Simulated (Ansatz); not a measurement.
# F-SiC-F chair monolayer in a perpendicular field

What dipole does a perpendicular field induce in the F-SiC-F chair monolayer, and does the gap follow? A positive field points along +c.

Method: plane-wave DFT, PBE-D3(BJ), Ansatz PAW (set soft_1); PAW set soft_1, in Ansatz 0.2.0.

Report form: inputs, costs, results and the conclusion, without the logs.

### Step 1. The system as given

The cell holds 4 atoms: 2 F, 1 C and 1 Si. Cell: a = 3.086 Å, b = 3.086 Å, c = 38.233 Å, α = 90.0°, β = 90.0°, γ = 120.0°. Vacuum lies along c.

### Step 2. Relaxation

The starting cell is a guess, so the in-plane lattice and the atoms are relaxed first, with the slab cut off from its images along the normal.

input.yaml reads:

```yaml
crystal:
  lattice:
    - [3.0855, 0.0, 0.0]
    - [-1.54275, 2.6721213834, 0.0]
    - [0.0, 0.0, 38.2333333339]
  atoms:
    - { symbol: F, position: [0.6666666667, 0.3333333333, 0.4524847428] }
    - { symbol: C, position: [0.6666666667, 0.3333333333, 0.4872711421] }
    - { symbol: Si, position: [0.3333333333, 0.6666666667, 0.5035745423] }
    - { symbol: F, position: [0.3333333333, 0.6666666667, 0.5475152572] }
  periodic: [true, true, false]
kpoints:
  mp_grid: { grid: [12, 12, 1] }
hamiltonian:
  xc: pbe
  dispersion: d3bj
  pseudopotentials: { kind: paw, azcp: { folder: soft_1 } }
scf:
  occupations: { method: fermi_dirac, width: 0.05 }
  convergence: { dr2_threshold: 1.0e-09 }
relax:
  f_tol: 0.004
  max_steps: 90
  cell: {}
output:
  write_potential: true
  write_density: true
  volumetric_format: npy
```

On the command line:

```sh
$ ansatz run input.yaml --threads 2 --pin off --max-ram 3072MiB --backend cpu --events-out ev --progress --plain --runs-dir out
```

Elapsed: 46 s, on 2 threads of Arm Neoverse V1, shared host; peak memory 0.52 GiB; 91 s of CPU time.

Relaxation path:

| step | energy less that of the first step (eV) | largest force component (eV/Å) | volume (Å³) |
| --- | --- | --- | --- |
| 1 | 0.0000 | 3.7895 | 315.23 |
| 2 | -0.2168 | 1.7288 | 321.95 |
| 3 | -0.2908 | 0.4886 | 329.96 |
| 4 | -0.2967 | 0.1583 | 328.75 |
| 5 | -0.2972 | 0.0116 | 328.68 |
| 6 | -0.2973 | 0.0014 | 328.50 |
| 7* | -0.3042 | 0.0003 | 328.50 |
| 8 | -0.3040 | 0.0009 | 329.27 |
| 9* | -0.3043 | 0.0009 | 329.27 |

Relaxation steps marked * repeat the geometry before them on a plane-wave basis chosen anew for their cell, so energy and pressure can jump there.

The run keeps the 6 symmetry operations that the program found, so distortions that break them were not tested.

| cell as run | before | after | change |
| --- | --- | --- | --- |
| a (Å) | 3.086 | 3.153 | +2.2 % |
| b (Å) | 3.086 | 3.153 | +2.2 % |

The atoms that moved most (Å, along periodic axes as changes of fractional coordinates times the final cell, across vacuum about the mean position):

| atom | dx | dy | dz | length |
| --- | --- | --- | --- | --- |
| C2 | 0.000 | 0.000 | 0.072 | 0.072 |
| F4 | 0.000 | 0.000 | -0.059 | 0.059 |
| F1 | 0.000 | 0.000 | -0.032 | 0.032 |
| Si3 | 0.000 | 0.000 | 0.019 | 0.019 |

The relaxed structure:

```cif
data_structure
_symmetry_space_group_name_H-M 'P 1'
_symmetry_Int_Tables_number 1
_cell_length_a 3.1535
_cell_length_b 3.1535
_cell_length_c 38.2333
_cell_angle_alpha 90.000
_cell_angle_beta 90.000
_cell_angle_gamma 120.000
_cell_volume 329.27
loop_
_atom_site_label
_atom_site_type_symbol
_atom_site_fract_x
_atom_site_fract_y
_atom_site_fract_z
_atom_site_occupancy
F1 F 0.66667 0.33333 0.45164 1
C2 C 0.66667 0.33333 0.48916 1
Si3 Si 0.33333 0.66667 0.50407 1
F4 F 0.33333 0.66667 0.54598 1
```

Numbers from this step:

```
gap on the k-mesh : 1.942 eV
```

The lattice constant a goes from 3.086 to 3.153 Å.

### Step 3. Atoms held, field 0

A sawtooth potential applies the field, turning back in the middle of the vacuum. With the dipole correction the typed value is the field outside the slab. The induced dipole is small, so the SCF threshold is tight.

The cell differs from the one that the last finished run ended in (c 38.233 → 21.607 Å).

input.yaml reads:

```yaml
crystal:
  lattice:
    - [3.1534816846, 0.0, 0.0]
    - [-1.5767408423, 2.7309952492, 0.0]
    - [0.0, 0.0, 21.6071011042]
  atoms:
    - { symbol: F, position: [0.6666666667, 0.3333333333, 0.4165297305] }
    - { symbol: C, position: [0.6666666667, 0.3333333333, 0.4829143638] }
    - { symbol: Si, position: [0.3333333333, 0.6666666667, 0.5092984438] }
    - { symbol: F, position: [0.3333333333, 0.6666666667, 0.5834702695] }
kpoints:
  mp_grid: { grid: [18, 18, 1] }
  band_path:
    path: [[0, 0, 0], [0.5, 0, 0], [0.33333333, 0.33333333, 0], [0, 0, 0]]
    npoints: 16
hamiltonian:
  xc: pbe
  dispersion: d3bj
  pseudopotentials: { kind: paw, azcp: { folder: soft_1 } }
scf:
  occupations: { method: fermi_dirac, width: 0.02585 }
  convergence: { dr2_threshold: 1.0e-10 }
efield:
  axis: 3
  dipole_correction: true
  ramp_position: 0.97
  ramp_width: 0.06
  amplitude: 0
output:
  dos: { projected: true, e_range: [-6, 5] }
  write_potential: true
  write_density: true
  volumetric_format: npy
  elf: true
```

Elapsed: 10 s, on 2 threads; peak memory 0.43 GiB.

Numbers from this step:

```
dipole along the normal            : -0.003695 e·Å
gap along the path                 : 1.942 eV
smallest direct gap along the path : 1.942 eV
step between the vacuum levels     : 0.07752 eV
ionisation energy, upper face      : 7.568 eV
electron affinity, upper face      : 5.626 eV
ionisation energy, lower face      : 7.490 eV
gap, the smaller of path and mesh  : 1.942 eV
```

Running mean over a fixed 2.7 Å (it still follows the layers) of the planar mean; the ramp of the sawtooth is left out. Electron's electrostatic potential energy less the Fermi level against z:

| z (Å) | electron's electrostatic potential energy less the Fermi level (eV) |
| --- | --- |
| 2.88 | 6.51 |
| 3.31 | 6.51 |
| 3.75 | 6.51 |
| 4.18 | 6.51 |
| 4.61 | 6.51 |
| 5.04 | 6.51 |
| 5.47 | 6.51 |
| 5.91 | 6.50 |
| 6.34 | 6.50 |
| 6.77 | 6.46 |
| 7.20 | 6.17 |
| 7.63 | 5.07 |
| 8.07 | 3.74 |
| 8.50 | 2.64 |
| 8.93 | 0.571 |
| 9.36 | -2.67 |
| 9.80 | -5.49 |
| 10.23 | -7.03 |
| 10.66 | -7.05 |
| 10.95 | -7.08 |
| 11.38 | -7.21 |
| 11.81 | -5.52 |
| 12.24 | -2.34 |
| 12.68 | 0.403 |
| 13.11 | 2.50 |
| 13.54 | 3.71 |
| 13.97 | 5.09 |
| 14.40 | 6.23 |
| 14.84 | 6.54 |
| 15.27 | 6.58 |
| 15.70 | 6.58 |
| 16.13 | 6.58 |
| 16.57 | 6.58 |
| 17.00 | 6.58 |
| 17.43 | 6.58 |
| 17.86 | 6.58 |
| 18.29 | 6.58 |
| 18.73 | 6.58 |

The density of states has structure finer than the step of the table below, so its rows give means over 0.25 eV. Peaks (eV: height): -5.530: 7.81, -5.200: 34.1.

Density of states against energy, zero at the Fermi level of the run, which the smearing sets inside the gap; means over each step:

energy (eV), density of states (states/eV a cell) and a bar:
```
    -5.75        3.1 ############
    -5.50        5.2 ####################
    -5.25        8.0 ##############################
    -5.00        3.0 ###########
    -4.75        0.0 
    -4.50        0.0 
    -4.25        0.2 #
    -4.00        2.5 #########
    -3.75        1.7 ######
    -3.50        0.9 ###
    -3.25        1.1 ####
    -3.00        1.1 ####
    -2.75        1.1 ####
    -2.50        1.2 ####
    -2.25        1.3 #####
    -2.00        1.8 #######
    -1.75        1.1 ####
    -1.50        0.9 ###
    -1.25        0.7 ###
    -1.00        0.3 #
    -0.75        0.0 
    -0.50        0.0 
    -0.25        0.0 
     0.00        0.0 
     0.25        0.0 
     0.50        0.0 
     0.75        0.0 
     1.00        0.1 
     1.25        0.2 #
     1.50        0.3 #
     1.75        0.3 #
     2.00        0.4 ##
     2.25        0.5 ##
     2.50        0.6 ##
     2.75        1.4 #####
```

Projected DOS per atom over height of the atomic layer and energy from the Fermi level. Layers: F C Si F from below.

Ten even steps from '0' (0.0 states/eV) to '9' (3.4 states/eV), each cell a mean:
```
0010
0000
0000
0000
0000
0000
0000
0000
0000
0000
0100
0100
1100
1100
1000
1000
3000
1000
0000
2009
3109
3103
```
Columns: height of the atomic layer (Å) from 9 to 12.6 (not evenly spaced); rows upwards: energy from the Fermi level (eV) from -5.96 to 2.95.

The electronic bands at the labelled points (eV, zero at the Fermi level of the run, which the smearing sets inside the gap):

| point | band 8 | band 9 | band 10 | band 11 | band 12 | band 13 | band 14 | band 15 |
| --- | --- | --- | --- | --- | --- | --- | --- | --- |
| Γ | -5.00 | -5.00 | -0.98 | -0.98 | 0.96 | 4.76 | 6.14 | 6.40 |
| halfway | -5.29 | -5.09 | -3.01 | -1.58 | 2.25 | 4.70 | 6.76 | 7.55 |
| M | -5.52 | -5.20 | -4.16 | -2.00 | 2.67 | 4.95 | 6.33 | 9.62 |
| halfway | -5.65 | -5.19 | -4.03 | -2.80 | 4.23 | 5.19 | 6.83 | 8.33 |
| K | -5.79 | -5.18 | -3.83 | -3.44 | 5.29 | 6.15 | 6.64 | 8.16 |
| halfway | -5.33 | -5.16 | -3.17 | -2.13 | 2.77 | 5.62 | 6.39 | 7.63 |
| Γ | -5.00 | -5.00 | -0.98 | -0.98 | 0.96 | 4.76 | 6.14 | 6.40 |

ELF in the ca plane at fractional y = 0.333, with atoms of F and C within 0.2 Å of it. It is the smooth field of the valence electrons, not physical close to the nuclei.

Values, 5 rows by 16 columns, each cell a mean:
```
0.00 0.00 0.00 0.00 0.00 0.01 0.34 0.72 0.53 0.71 0.10 0.09 0.01 0.00 0.00 0.00
0.00 0.00 0.00 0.00 0.00 0.01 0.42 0.68 0.42 0.42 0.05 0.00 0.00 0.00 0.00 0.00
0.00 0.00 0.00 0.00 0.00 0.01 0.34 0.71 0.52 0.70 0.10 0.10 0.01 0.00 0.00 0.00
0.00 0.00 0.00 0.00 0.00 0.00 0.07 0.17 0.31 0.54 0.30 0.43 0.05 0.00 0.00 0.00
0.00 0.00 0.00 0.00 0.00 0.00 0.06 0.15 0.30 0.53 0.30 0.45 0.06 0.00 0.00 0.00
```
Columns run along c (16.0 Å, from fractional 0.08 to 0.82 of the cell), rows up along a (3.2 Å). Atoms in or near the plane, at fractional coordinates: F at (0.42, 0.67), C at (0.48, 0.67).

Electrostatic potential energy in the ca plane at fractional y = 0.333, with atoms of F and C within 0.2 Å of it. With pseudopotentials it is smooth inside the atoms' cores, unlike the true potential.

Values in eV, 5 rows by 16 columns, each cell a mean:
```
  3   3   3   3   3   3   1 -15 -15 -12  -1   2   3   3   3   3
  3   3   3   3   3   3  -4 -37 -34 -23  -1   2   3   3   3   3
  3   3   3   3   3   3   1 -16 -16 -13  -1   2   3   3   3   3
  3   3   3   3   3   3   3   1  -4 -12  -3   1   3   3   3   3
  3   3   3   3   3   3   3   1  -4 -11  -3   2   3   3   3   3
```
Columns run along c (16.0 Å, from fractional 0.08 to 0.82 of the cell; values clipped at the 3rd and 97th percentile), rows up along a (3.2 Å). Atoms in or near the plane, at fractional coordinates: F at (0.42, 0.67), C at (0.48, 0.67).

Valence density in the ca plane at fractional y = 0.333, with atoms of F and C within 0.2 Å of it. It is the smooth field of the valence electrons, not physical close to the nuclei.

Values in units of 1e0 e/Å³, 5 rows by 16 columns, each cell a mean:
```
0.0 0.0 0.0 0.0 0.0 0.2 1.8 0.8 0.7 0.1 0.0 0.0 0.0 0.0 0.0 0.0
0.0 0.0 0.0 0.0 0.0 0.5 7.5 1.6 1.0 0.1 0.0 0.0 0.0 0.0 0.0 0.0
0.0 0.0 0.0 0.0 0.0 0.2 2.0 0.8 0.7 0.1 0.0 0.0 0.0 0.0 0.0 0.0
0.0 0.0 0.0 0.0 0.0 0.0 0.1 0.2 0.3 0.2 0.2 0.0 0.0 0.0 0.0 0.0
0.0 0.0 0.0 0.0 0.0 0.0 0.1 0.2 0.3 0.2 0.2 0.0 0.0 0.0 0.0 0.0
```
Columns run along c (16.0 Å, from fractional 0.13 to 0.87 of the cell), rows up along a (3.2 Å). Atoms in or near the plane, at fractional coordinates: F at (0.42, 0.67), C at (0.48, 0.67).

The gap is 1.94 eV, with the valence edge 7.57 eV and the conduction edge 5.63 eV under the upper vacuum level.

### Step 4. Single point, field 0.1 V/Å

Edit input.yaml of step 3 so:

```diff
@@ -25,7 +25,6 @@
   dipole_correction: true
-  ramp_position: 0.97
-  ramp_width: 0.06
-  amplitude: 0
+  ramp_position: 0.9199
+  ramp_width: 0.1601
+  amplitude: 0.1
 output:
-  dos: { projected: true, e_range: [-6, 5] }
   write_potential: true
@@ -33,2 +32 @@
   volumetric_format: npy
-  elf: true
```

Wall time 10 s (2 threads); peak memory 0.4 GiB; 20 s of CPU time.

The dipole is 0.0126 e·Å, 0.0163 e·Å from its value without field, and the gap 1.944 eV.

### Step 5. Single point, field -0.1 V/Å

Edit input.yaml of step 4 so:

```diff
@@ -27,3 +27,3 @@
   ramp_width: 0.1601
-  amplitude: 0.1
+  amplitude: -0.1
 output:
```

The job ended after 9.8 s (2 threads; peak memory 0.4 GiB).

The dipole is -0.0200 e·Å, -0.0163 e·Å from its value without field, and the gap 1.939 eV.

### Step 6. Response, atoms held

This step: plane-wave DFT, PBE-D3(BJ), Ansatz PAW (set soft_1); response to a field along the normal, atoms held; PAW set soft_1 (Ansatz 0.2.0).

The dipoles give the slope, and the difference of two potentials shows where the field is screened.

This step gave:

| Item | Value |
| --- | --- |
| equivalent conductor thickness p/(ε₀AE) | 3.426 Å |
| distance between the outer atoms | 3.607 Å |

Dipole of the cell against applied field:

| applied field (V/Å) | dipole of the cell (e·Å) |
| --- | --- |
| -0.1000 | -0.0200 |
| 0.0000 | -0.00369 |
| 0.1000 | 0.0126 |

Local field over the applied field, running mean. From the potentials at -0.1 and 0.1 V/Å; running mean over 2.5 Å. The local field over applied field by z:

| z (Å) | local field over applied field |
| --- | --- |
| 4.5 | 1.000 |
| 5.0 | 1.000 |
| 5.5 | 1.000 |
| 6.0 | 0.998 |
| 6.5 | 0.992 |
| 7.0 | 0.966 |
| 7.5 | 0.888 |
| 8.0 | 0.767 |
| 8.5 | 0.633 |
| 9.0 | 0.497 |
| 9.5 | 0.341 |
| 10.0 | 0.244 |
| 10.5 | 0.242 |
| 11.0 | 0.252 |
| 11.5 | 0.272 |
| 12.0 | 0.369 |
| 12.5 | 0.510 |
| 13.0 | 0.624 |
| 13.5 | 0.747 |
| 14.0 | 0.868 |
| 14.5 | 0.954 |
| 15.0 | 0.988 |
| 15.5 | 0.997 |
| 16.0 | 0.999 |
| 16.5 | 1.000 |
| 17.0 | 1.00 |
| 17.5 | 1.00 |

The induced electron density oscillates, so the rows of the table below give means over 0.5 Å (shorter at the two ends). Its distinct maxima (Å: e/Å³ per V/Å): 8.50: 0.00398, 9.22: 0.00144, 10.37: 0.00383, 11.96: 0.00143. Distinct minima: 9.07: 1.7e-4, 9.65: -2.6e-4, 11.09: -0.00422, 13.11: -0.00346.

Electrons, planar mean, per unit field. Table of induced electron density by z; means over each step:

| z (Å) | induced electron density (e/Å³ per V/Å) |
| --- | --- |
| 5.0 | 1.7e-7 |
| 5.5 | 8.8e-7 |
| 6.0 | 4.7e-6 |
| 6.5 | 2.4e-5 |
| 7.0 | 1.2e-4 |
| 7.5 | 5.1e-4 |
| 8.0 | 0.00188 |
| 8.5 | 0.00355 |
| 9.0 | 0.00102 |
| 9.5 | 4.6e-4 |
| 10.0 | 0.00101 |
| 10.5 | 0.00240 |
| 11.0 | -0.00310 |
| 11.5 | -0.00143 |
| 12.0 | 8.6e-4 |
| 12.5 | -0.00130 |
| 13.0 | -0.00283 |
| 13.5 | -0.00223 |
| 14.0 | -7.2e-4 |
| 14.5 | -1.7e-4 |
| 15.0 | -3.8e-5 |
| 15.5 | -7.3e-6 |
| 16.0 | -1.4e-6 |
| 16.5 | -2.6e-7 |

The smaller of the gaps on the path and on the k-mesh, counted as 0 under 0.03 eV. The gap by applied field:

| applied field (V/Å) | gap (eV) |
| --- | --- |
| -0.1000 | 1.94 |
| 0.0000 | 1.94 |
| 0.1000 | 1.94 |

By hand: between -0.1 and 0.1 V/Å the dipole changes by 0.03261 e·Å, a slope of 0.1631 e·Å²/V. A perfect conductor of thickness t has p = ε₀AEt, so t = 180.95 × 0.1631 / 8.612 = 3.43 Å (e/ε₀ = 180.95 V·Å, A in Å²).

The induced dipole is that of a conductor 3.43 Å thick.

### Step 7. Outcome

| Item | Value |
| --- | --- |
| gap without field | 1.94 eV |
| ionisation energy, upper face | 7.57 eV |
| electron affinity, upper face | 5.63 eV |
| step between the vacuum levels | 0.0775 eV |
| equivalent conductor thickness, atoms held | 3.43 Å |

The induced dipole equals that of a perfect conductor 3.43 Å thick, while the outer atoms lie 3.61 Å apart; an out-of-plane ε follows only once a thickness t is chosen, by 1 − 1/ε = 3.43 Å / t. The two faces differ: the vacuum level above lies 0.08 eV higher than the one below. The gap stays within 0.01 eV of 1.94 eV over the fields run, up to 0.1 V/Å in size. Semilocal functionals give gaps that are too small, and excitons are not included.

[Long decimals in the printed logs are rounded to 6 places.]

[Logs are printed without paths, hosts, clocks, repeated set-up lines and the standing remarks that a program may print on its own settings, such as how far it seeks lower states.]

[Hosts, paths, dates, database ids (printed as entryN), source tags and the programs' standing remarks are cut or masked in the printed files.]

[Maps of the electrostatic potential energy from Ansatz leave out the sawtooth potential of an applied field or a dipole correction, so their vacuum need not be flat; planar profiles and work functions include it.]

[The density of states shown here was stored with 400 of the rows of the run's finer table, so its peaks can read low, often by over a quarter, or be missed, and its means over a window can be off by a tenth or more.]
